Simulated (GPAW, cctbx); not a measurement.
# MgCu2Bi: what bonding does to one electron reflection, worked out

MgCu2Bi, P6_3/mmc (no. 194), a = 4.4982 Å, b = 4.4982 Å, c = 8.6951 Å, α = 90.00°, β = 90.00°, γ = 120.00°.

```csv
atom,mult.,x,y,z
Bi1,2,1/3,2/3,1/4
Cu1,4,1/3,2/3,0.9075
Mg1,2,0,0,0
```

The cell comes from substitution in a known structure type and wasn't matched to any measured phase.

A DFT run (GPAW, PBE, 450 eV, 6×6×3 k-points (along the axes of the calculation cell), Fermi–Dirac width 0.1 eV) gives the static X-ray structure factor of 004 as 91.716 e for the conventional cell; superposed free atoms give 91.156 e. **Problem.** Find the Fourier component V of the crystal potential and the two-beam extinction distance at 300 kV in both cases.

### 1. Geometry

The cell volume is Ω = 152.37 Å³ and d(004) = 2.1738 Å, so g = 1/d = 0.4600 Å⁻¹.

### 2. The nuclei

Electrons feel nuclei as well as electrons, so the nuclear charges are summed with the same phases.

Phase sums Σ exp(2πi h·x), turned so that the total is real and positive: Bi +2.000, Cu -2.739, Mg +2.000. Then F_Z = 83 × (+2.000) + 29 × (-2.739) + 12 × (+2.000) = 110.57 e. The electron term has the same sign for this reflection.

### 3. Mott–Bethe

Poisson's equation, term by term, gives V = (e/4πε₀)(F_Z − F)/(πΩg²), with e/4πε₀ = 14.3996 V Å.

The prefactor is 14.3996 × 2.1738²/(π × 152.37) = 0.14215 V per electron. Free atoms: (110.57 − 91.156) × 0.14215 = 2.760 V. Crystal: (110.57 − 91.716) × 0.14215 = 2.680 V. F changes by +0.61 % and V by -2.9 %: the same 0.56 e is measured against F_Z − F = 19.4 e in place of F = 91.2 e.

### 4. Extinction distance

In the two-beam case ξ = 1/(λU) with U = 2γm₀eV/h², that is ξ = 150.41 V Å²/(γλV).

At 300 kV, λ = 0.01969 Å and γ = 1.5871. Free atoms: ξ = 1744 Å. Crystal: ξ = 1796 Å. The thickness fringes go as sin²(πt/ξ), so the two patterns slip by a quarter of a period when t|1/ξ₁ − 1/ξ₀| = 1/4, at t ≈ 1512 nm, thicker than usual samples. Thermal motion, absorption and many-beam coupling, left out here, change a real pattern.

### 5. Answer

V(004) is 2.68 V against 2.76 V, and ξ is 1796 against 1744 Å. Limits: static atoms, two beams.

[Outputs are excerpts: Python notices, other lines and further rows are left out; steps that failed or that the build refused (PBEsol, TPSS) are not shown.]

[Logs are printed without paths, hosts, clocks, repeated set-up lines and the standing remarks that a program may print on its own settings, such as how far it seeks lower states.]
